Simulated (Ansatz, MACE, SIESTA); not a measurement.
# How cost grows with size: random packing of 70AlN-30Al2O3 (mol %) in several programs

Single points at Γ on cells of 78, 156 and 312 atoms, calculated with Ansatz 0.2.0, SIESTA 5.4.2 and MACE MP-0b2 small.

Smallest cell: 78 atoms (35 Al, 19 N, 24 O) packed at random in a cube at 3.27 g/cm³ and pushed apart as soft spheres, cations and anions kept from their own kind; a start for melting by ab initio MD, not an equilibrated structure. Then every atom was moved at random, 0.03 Å r.m.s. a Cartesian component.

Largest cell: 78 atoms (35 Al, 19 N, 24 O) packed at random in a cube at 3.27 g/cm³ and pushed apart as soft spheres, cations and anions kept from their own kind; a start for melting by ab initio MD, not an equilibrated structure. The cell was repeated 2 x 2 x 1. Then every atom was moved at random, 0.03 Å r.m.s. a Cartesian component.

The programs:
- SIESTA: numerical atomic orbitals, whose automatically made sets are far from complete, with PseudoDojo norm-conserving potentials that we converted to its format (checked against plane waves on the same files for H, C, O, Si, Ge and Ca alone); labels give functional, basis size, energy shift and mesh cutoff.
- MACE: machine-learned potential, published weights.
- Ansatz: Kohn-Sham DFT, PBE, PAW, PAW set soft_2, the reference where it ran.

Q: Predict time, memory and force differences at each size for: Ansatz plane waves; SIESTA PBE, SZ, shift 0.02 Ry, mesh 350 Ry; SIESTA PBE, DZP, shift 0.01 Ry, mesh 350 Ry; MACE MP-0b2 small potential.

CPU time (Arm Neoverse V2, shared host; 4 to 8 cores a run):

```csv
method,78 atoms,156 atoms,312 atoms
Ansatz plane waves,22 s,1.8 min,10 min
"SIESTA PBE, SZ, shift 0.02 Ry, mesh 350 Ry",1.9 min,6.1 min,-
"SIESTA PBE, DZP, shift 0.01 Ry, mesh 350 Ry",13 min,39 min,-
MACE MP-0b2 small potential,7.4 s,7.4 s,9.1 s
```

Peak memory (GiB):

```csv
method,78 atoms,156 atoms,312 atoms
Ansatz plane waves,0.92,2.3,6.8
"SIESTA PBE, SZ, shift 0.02 Ry, mesh 350 Ry",1.1,1.6,-
"SIESTA PBE, DZP, shift 0.01 Ry, mesh 350 Ry",2.1,3.7,-
MACE MP-0b2 small potential,0.66,0.78,1.0
```

Force difference from the reference run of the same size, per cent of its r.m.s. force:

```csv
method,78 atoms,156 atoms,312 atoms
Ansatz plane waves,ref.,ref.,ref.
"SIESTA PBE, SZ, shift 0.02 Ry, mesh 350 Ry",44,44,-
"SIESTA PBE, DZP, shift 0.01 Ry, mesh 350 Ry",8.1,8.1,-
MACE MP-0b2 small potential,26,25,24
```

CPU time is summed over cores on a shared host, where runs went side by side, so it is rough. Symmetry, cutoffs, thresholds, outputs and thread counts weren't matched or tuned between programs; memory under MPI is the largest rank's times the ranks.

A dash marks a run that wasn't made or didn't finish, or, in the force table, a size without a reference.

Each size is a configuration of its own, and Γ sampling tightens with size. Machine-learned potentials mimic data converged in k, so the reference's own k-point error enters their differences.

[Logs are printed without paths, hosts, clocks, repeated set-up lines and the standing remarks that a program may print on its own settings, such as how far it seeks lower states.]

[Hosts, paths, dates, database ids (printed as entryN), source tags and the programs' standing remarks are cut or masked in the printed files.]
